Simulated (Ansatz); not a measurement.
# Y2CS2 MXene monolayer in a perpendicular field

Aim: how the Y2CS2 MXene monolayer screens a field along its normal, and what the field does to its bands. A positive field points along +c.

Method: plane-wave DFT, PBE-D3(BJ), Ansatz PAW (set soft_1); PAW set soft_1, in Ansatz 0.2.0.

This is a report of a sequence of runs, with most program output left out.

## 1. The structure

The cell holds 5 atoms: 2 S, 2 Y and 1 C. Cell: a = 3.478 Å, b = 3.478 Å, c = 44.032 Å, α = 90.0°, β = 90.0°, γ = 120.0°. Vacuum lies along c.

As a file:

```cif
data_structure
_symmetry_space_group_name_H-M 'P 1'
_symmetry_Int_Tables_number 1
_cell_length_a 3.4778
_cell_length_b 3.4778
_cell_length_c 44.0318
_cell_angle_alpha 90.000
_cell_angle_beta 90.000
_cell_angle_gamma 120.000
_cell_volume 461.21
loop_
_atom_site_label
_atom_site_type_symbol
_atom_site_fract_x
_atom_site_fract_y
_atom_site_fract_z
_atom_site_occupancy
S1 S 0.33333 0.66667 0.42583 1
Y2 Y 0.66667 0.33333 0.46884 1
C3 C 0.00000 0.00000 0.50000 1
Y4 Y 0.33333 0.66667 0.53116 1
S5 S 0.66667 0.33333 0.57417 1
```

## 2. Relaxing the slab

The starting cell is a guess, so the in-plane lattice and the atoms are relaxed first, with the slab cut off from its images along the normal.

File input.yaml:

```yaml
crystal:
  lattice:
    - [3.47776, 0.0, 0.0]
    - [-1.73888, 3.0118285083, 0.0]
    - [0.0, 0.0, 44.0318076641]
  atoms:
    - { symbol: S, position: [0.3333333333, 0.6666666667, 0.4258285316] }
    - { symbol: "Y", position: [0.6666666667, 0.3333333333, 0.4688354507] }
    - { symbol: C, position: [0.0, 0.0, 0.5] }
    - { symbol: "Y", position: [0.3333333333, 0.6666666667, 0.5311645493] }
    - { symbol: S, position: [0.6666666667, 0.3333333333, 0.5741714684] }
  periodic: [true, true, false]
kpoints:
  mp_grid: { grid: [12, 12, 1] }
hamiltonian:
  xc: pbe
  dispersion: d3bj
  pseudopotentials: { kind: paw, azcp: { folder: soft_1 } }
scf:
  occupations: { method: fermi_dirac, width: 0.05 }
  convergence: { dr2_threshold: 1.0e-09 }
relax:
  f_tol: 0.004
  max_steps: 90
  cell: {}
output:
  write_potential: true
  write_density: true
  volumetric_format: npy
```

Launch:

```sh
ansatz run input.yaml --threads 2 --pin off --max-ram 3072MiB --backend cpu --events-out ev --progress --plain --runs-dir out
```

It took 1.7 min on 2 threads of Arm Neoverse V1, shared host; peak memory 0.8 GiB.

Step by step:

```
step  energy less that of the first step (eV)  largest force component (eV/Å)  volume (Å³)
   1                                   0.0000                          1.6999       461.21
   2                                  -0.3478                          0.5316       475.17
   3                                  -0.5335                          0.7759       491.45
   4                                  -0.7500                          0.3986       524.29
   5                                  -0.8027                          0.0572       545.64
   6                                  -0.8048                          0.0439       550.47
   7                                  -0.8051                          0.0042       550.48
   8                                  -0.8051                          0.0001       550.39
  9*                                  -0.8164                          0.0006       550.39
  10                                  -0.8166                          0.0009       552.38
 11*                                  -0.8167                          0.0009       552.38
```

Relaxation steps marked * repeat the geometry before them on a plane-wave basis chosen anew for their cell, so energy and pressure can jump there.

The run keeps the 12 symmetry operations that it works with, so distortions that break them were not tested.

```
cell as run  before  after  change
      a (Å)   3.478  3.806  +9.4 %
      b (Å)   3.478  3.806  +9.4 %
```

The atoms that moved most (Å, along periodic axes as changes of fractional coordinates times the final cell, across vacuum about the mean position):

```
atom     dx     dy      dz  length
  S5  0.000  0.000  -0.375   0.375
  S1  0.000  0.000   0.375   0.375
  Y4  0.000  0.000   0.083   0.083
  Y2  0.000  0.000  -0.083   0.083
```

Final coordinates:

```xyz
5
Lattice="3.8060 0.0000 0.0000 -1.9030 3.2961 0.0000 0.0000 0.0000 44.0318" Properties=species:S:1:pos:R:3
S     0.0000    2.1974   19.1245
Y     1.9030    1.0987   20.5609
C     0.0000    0.0000   22.0159
Y     0.0000    2.1974   23.4709
S     1.9030    1.0987   24.9073
```

Numbers from this step:

```
energy at zero smearing : -9757.3765 eV
```

The lattice constant a goes from 3.478 to 3.806 Å.

## 3. Single point, field 0

A sawtooth potential applies the field, turning back in the middle of the vacuum. With the dipole correction the typed value is the field outside the slab. The induced dipole is small, so the SCF threshold is tight.

The cell differs from the one that the last finished run ended in (c 44.032 → 23.783 Å).

File input.yaml:

```yaml
crystal:
  lattice:
    - [3.8060225465, 0.0, 0.0]
    - [-1.9030112732, 3.2961122126, 0.0]
    - [0.0, 0.0, 23.7827627419]
  atoms:
    - { symbol: S, position: [0.3333333333, 0.6666666667, 0.3784253368] }
    - { symbol: "Y", position: [0.6666666667, 0.3333333333, 0.4388204129] }
    - { symbol: C, position: [0.0, 0.0, 0.5] }
    - { symbol: "Y", position: [0.3333333333, 0.6666666667, 0.5611795871] }
    - { symbol: S, position: [0.6666666667, 0.3333333333, 0.6215746632] }
kpoints:
  mp_grid: { grid: [18, 18, 1] }
  band_path:
    path: [[0, 0, 0], [0.5, 0, 0], [0.33333333, 0.33333333, 0], [0, 0, 0]]
    npoints: 16
hamiltonian:
  xc: pbe
  dispersion: d3bj
  pseudopotentials: { kind: paw, azcp: { folder: soft_1 } }
scf:
  occupations: { method: fermi_dirac, width: 0.02585 }
  convergence: { dr2_threshold: 1.0e-10 }
efield:
  axis: 3
  dipole_correction: true
  ramp_position: 0.97
  ramp_width: 0.06
  amplitude: 0
output:
  dos: { projected: true, e_range: [-6, 5] }
  write_potential: true
  write_density: true
  volumetric_format: npy
  elf: true
```

It took 30 s on 2 threads; peak memory 0.64 GiB; 60 s of CPU time.

Numbers from this step:

```
energy at zero smearing   : -9757.3739 eV
work function, upper face : 6.722 eV
dipole along the normal   : 4.95e-6 e·Å
```

Running mean over a fixed 2.5 Å (it still follows the layers) of the planar mean; the ramp of the sawtooth is left out. Table of electron's electrostatic potential energy less the Fermi level by z:

```
z (Å)  electron's electrostatic potential energy less the Fermi level (eV)
    3                                                                 6.72
    4                                                                 6.72
    5                                                                 6.72
    6                                                                 6.70
    7                                                                 6.26
    8                                                                 2.74
    9                                                                -2.36
   10                                                                -6.35
   11                                                                -5.75
   12                                                                -4.56
   13                                                                -5.92
   14                                                                -6.18
   15                                                                -1.05
   16                                                                 3.71
   17                                                                 6.49
   18                                                                 6.71
   19                                                                 6.72
   20                                                                 6.72
```

The density of states has structure finer than the step of the table below, so its rows give means over 0.25 eV, whole bins alone (the curve runs from -6 to 1.99 eV). Peaks (eV: height): -2.280: 13.3, -2.030: 9.96, -1.890: 12.8, -1.310: 15.7, -1.230: 26.0, -0.930: 15.1, -0.730: 12.7.

Density of states against energy, zero at the Fermi level; means over each step:

energy (eV), density of states (states/eV a cell) and a bar:
```
    -3.25        0.0 
    -3.00        1.0 ##
    -2.75        1.9 ####
    -2.50        3.2 #######
    -2.25        6.3 ##############
    -2.00        5.2 ###########
    -1.75        5.6 ############
    -1.50        5.0 ###########
    -1.25       13.6 ##############################
    -1.00        6.6 ##############
    -0.75        4.0 #########
    -0.50        5.0 ###########
    -0.25        4.8 ###########
     0.00        5.7 #############
     0.25        2.4 #####
     0.50        2.3 #####
     0.75        0.3 #
     1.00        0.0
```

Projected DOS per atom over height of the atomic layer and energy from the Fermi level. Layers: S Y C Y S from below.

Ten even steps from '0' (0.00 states/eV) to '9' (3.46 states/eV), each cell a mean:
```
00000
00000
00000
00100
10201
20702
21612
11511
92129
62226
52225
41114
21112
00000
00000
00000
00000
00000
00000
00000
00000
00000
```
Columns: height of the atomic layer (Å) from 9 to 14.8; rows upwards: energy from the Fermi level (eV) from -5.96 to 1.96.

Electronic bands along the path, in eV, zero at the Fermi level:

```
  point  band 15  band 16  band 17  band 18  band 19  band 20  band 21  band 22
      Γ    -1.49    -0.89    -0.89     0.45     0.76     0.76     3.39     3.39
halfway    -1.49    -1.27    -0.93    -0.39     0.15     0.34     2.61     4.31
      M    -1.31    -1.30    -0.98    -0.90     0.02     0.07     2.07     4.21
halfway    -1.33    -1.23    -1.19    -0.75    -0.61    -0.13     2.86     4.67
      K    -2.02    -1.19    -1.19    -0.61    -0.61    -0.57     4.16     4.16
halfway    -1.77    -1.19    -0.98    -0.33    -0.31     0.20     3.32     3.43
      Γ    -1.49    -0.89    -0.89     0.45     0.76     0.76     3.39     3.39
```

Valence density in the ca plane at fractional y = 0.333, with atoms of Y and S within 0.2 Å of it. It is the smooth field of the valence electrons, not physical close to the nuclei.

Values in e/Å³, 6 rows by 16 columns, each cell a mean:
```
0.0 0.0 0.0 0.0 0.0 0.0 0.0 0.1 0.8 0.7 0.1 0.1 0.4 0.7 0.1 0.0
0.0 0.0 0.0 0.0 0.0 0.0 0.0 0.1 2.5 2.1 0.1 0.1 0.7 0.8 0.3 0.0
0.0 0.0 0.0 0.0 0.0 0.0 0.0 0.1 2.1 1.8 0.1 0.1 0.7 0.9 0.2 0.0
0.0 0.0 0.0 0.0 0.0 0.0 0.0 0.2 0.4 0.3 0.1 0.1 0.3 0.4 0.1 0.0
0.0 0.0 0.0 0.0 0.0 0.0 0.1 0.3 0.2 0.1 0.3 0.3 0.2 0.1 0.0 0.0
0.0 0.0 0.0 0.0 0.0 0.0 0.1 0.3 0.2 0.1 0.2 0.2 0.2 0.1 0.0 0.0
```
Columns run along c (16.0 Å, from fractional 0.07 to 0.75 of the cell), rows up along a (3.8 Å). Atoms in or near the plane, at fractional coordinates: Y at (0.44, 0.67), S at (0.62, 0.67).

Electrostatic potential energy in the ca plane at fractional y = 0.333, with atoms of Y and S within 0.2 Å of it. With pseudopotentials it is smooth inside the atoms' cores, unlike the true potential.

Values in eV, 6 rows by 16 columns, each cell a mean:
```
  5   5   5   5   5   5   4   0 -19 -17   0   0  -5 -13   3   5
  5   5   5   5   5   5   4  -3 -40 -36  -2   2 -19 -37  -1   5
  5   5   5   5   5   5   4  -2 -37 -33  -1   1 -15 -35   0   5
  5   5   5   5   5   5   4   0 -11  -9   0  -2  -3  -4   4   5
  5   5   5   5   5   5   3  -1   0   1   0  -7  -4   2   5   5
  5   5   5   5   5   5   4   0  -1  -1   0  -5  -4   2   4   5
```
Columns run along c (16.0 Å, from fractional 0.07 to 0.75 of the cell; values clipped at the 3rd and 97th percentile), rows up along a (3.8 Å). Atoms in or near the plane, at fractional coordinates: Y at (0.44, 0.67), S at (0.62, 0.67).

ELF in the ca plane at fractional y = 0.333, with atoms of Y and S within 0.2 Å of it. It is the smooth field of the valence electrons, not physical close to the nuclei.

Ten even steps from '0' (0.00) to '9' (0.88), each cell a mean:
```
00000000000000000245531354224310136999874200
00000000000000000011115999711211379989997410
00000000000000000000028978930112588414998520
00000000000000000000029868930112588304998520
00000000000000000011116999721111379878997410
00000000000000000234422465213310137999975210
00000000000000002467763111146521112577642000
00000000000000013578887411477522210111100000
00000000000000013578987422477522210011000000
00000000000000002468874101256521112466531000
```
Columns run along c (16.0 Å, from fractional 0.07 to 0.75 of the cell), rows up along a (3.8 Å). Atoms in or near the plane, at fractional coordinates: Y at (0.44, 0.67), S at (0.62, 0.67).

The work function of the upper face is 6.72 eV.

## 4. Atoms held, field 0.1 V/Å

Changes to input.yaml since step 3:

```diff
@@ -26,7 +26,6 @@
   dipole_correction: true
-  ramp_position: 0.97
-  ramp_width: 0.06
-  amplitude: 0
+  ramp_position: 0.9474
+  ramp_width: 0.1051
+  amplitude: 0.1
 output:
-  dos: { projected: true, e_range: [-6, 5] }
   write_potential: true
@@ -34,2 +33 @@
   volumetric_format: npy
-  elf: true
```

Run time: 30 s. Hardware: 2 threads; peak memory 0.62 GiB.

The dipole is 0.0527 e·Å.

## 5. Atoms held, field -0.1 V/Å

Changes to input.yaml since step 4:

```diff
@@ -28,3 +28,3 @@
   ramp_width: 0.1051
-  amplitude: 0.1
+  amplitude: -0.1
 output:
```

Wall time 30 s (2 threads); peak memory 0.62 GiB.

The dipole is -0.0527 e·Å.

## 6. Response, atoms held

This step: plane-wave DFT, PBE-D3(BJ), Ansatz PAW (set soft_1); response to a field along the normal, atoms held; PAW set soft_1 (Ansatz 0.2.0).

The dipoles give the slope, and the difference of two potentials shows where the field is screened.

Numbers from this step:

| Item | Value |
| --- | --- |
| equivalent conductor thickness p/(ε₀AE) | 7.606 Å |
| distance between the outer atoms | 5.783 Å |

The dipole of the cell by applied field:

```
applied field (V/Å)  dipole of the cell (e·Å)
            -0.1000                   -0.0527
             0.0000                    5.0e-6
             0.1000                    0.0527
```

Local field over the applied field, running mean. From the potentials at -0.1 and 0.1 V/Å; running mean over 2.5 Å. The local field over applied field by z:

```
z (Å)  local field over applied field
 4.01                           1.000
 4.46                           1.000
 4.91                           0.999
 5.35                           0.995
 5.65                           0.991
 6.09                           0.975
 6.54                           0.935
 6.99                           0.853
 7.43                           0.722
 7.88                           0.565
 8.32                           0.401
 8.77                           0.243
 9.07                           0.153
 9.51                          0.0636
 9.96                          0.0301
10.40                          0.0212
10.85                          0.0203
11.30                          0.0320
11.74                          0.0440
12.04                          0.0440
12.49                          0.0320
12.93                          0.0203
13.38                          0.0212
13.82                          0.0301
14.27                          0.0636
14.72                           0.153
15.01                           0.243
15.46                           0.401
15.90                           0.565
16.35                           0.722
16.80                           0.853
17.24                           0.935
17.69                           0.975
18.13                           0.991
18.43                           0.995
18.88                           0.999
19.32                           1.000
19.77                           1.000
```

Electrons, planar mean, per unit field. Induced electron density against z:

z (Å), induced electron density (e/Å³ per V/Å) and a bar from the least value:
```
     4.01    0.00000 ###############
     4.46    0.00000 ###############
     4.91    0.00001 ###############
     5.35    0.00002 ###############
     5.65    0.00004 ###############
     6.09    0.00011 ###############
     6.54    0.00030 ################
     6.99    0.00078 ##################
     7.43    0.00182 #######################
     7.88    0.00334 #############################
     8.32    0.00358 ##############################
     8.77    0.00138 #####################
     9.07    0.00069 ##################
     9.51    0.00083 ##################
     9.96    0.00003 ###############
    10.40   -0.00071 ############
    10.85   -0.00038 #############
    11.30    0.00027 ################
    11.74    0.00028 ################
    12.04   -0.00028 ##############
    12.49   -0.00027 ##############
    12.93    0.00038 #################
    13.38    0.00071 ##################
    13.82   -0.00003 ###############
    14.27   -0.00083 ############
    14.72   -0.00069 ############
    15.01   -0.00138 #########
    15.46   -0.00358 
    15.90   -0.00334 #
    16.35   -0.00182 #######
    16.80   -0.00078 ############
    17.24   -0.00030 ##############
    17.69   -0.00011 ###############
    18.13   -0.00004 ###############
    18.43   -0.00002 ###############
    18.88   -0.00001 ###############
    19.32    0.00000 ###############
    19.77    0.00000 ###############
```

By hand: between -0.1 and 0.1 V/Å the dipole changes by 0.1055 e·Å, a slope of 0.5273 e·Å²/V. A perfect conductor of thickness t has p = ε₀AEt, so t = 180.95 × 0.5273 / 12.545 = 7.61 Å (e/ε₀ = 180.95 V·Å, A in Å²).

The induced dipole is that of a conductor 7.61 Å thick.

## 7. What came out

- gap without field: none
- work function, upper face: 6.72 eV
- equivalent conductor thickness, atoms held: 7.61 Å

In words: The induced dipole equals that of a perfect conductor 7.61 Å thick, while the outer atoms lie 5.78 Å apart. There is no gap over 0.03 eV, with or without the field. The main runs have no spin polarisation; a magnetic state could lie lower and would change these results. Spin-orbit coupling is left out. The MXene's terminations sit over the metal atoms of its far layer; the site over carbon or nitrogen, which some compounds prefer, was not run.

[Logs are printed without paths, hosts, clocks, repeated set-up lines and the standing remarks that a program may print on its own settings, such as how far it seeks lower states.]

[Hosts, paths, dates, database ids (printed as entryN), source tags and the programs' standing remarks are cut or masked in the printed files.]

[Maps of the electrostatic potential energy from Ansatz leave out the sawtooth potential of an applied field or a dipole correction, so their vacuum need not be flat; planar profiles and work functions include it.]

[The density of states shown here was stored with 400 of the rows of the run's finer table, so its peaks can read low, often by over a quarter, or be missed, and its means over a window can be off by a tenth or more.]
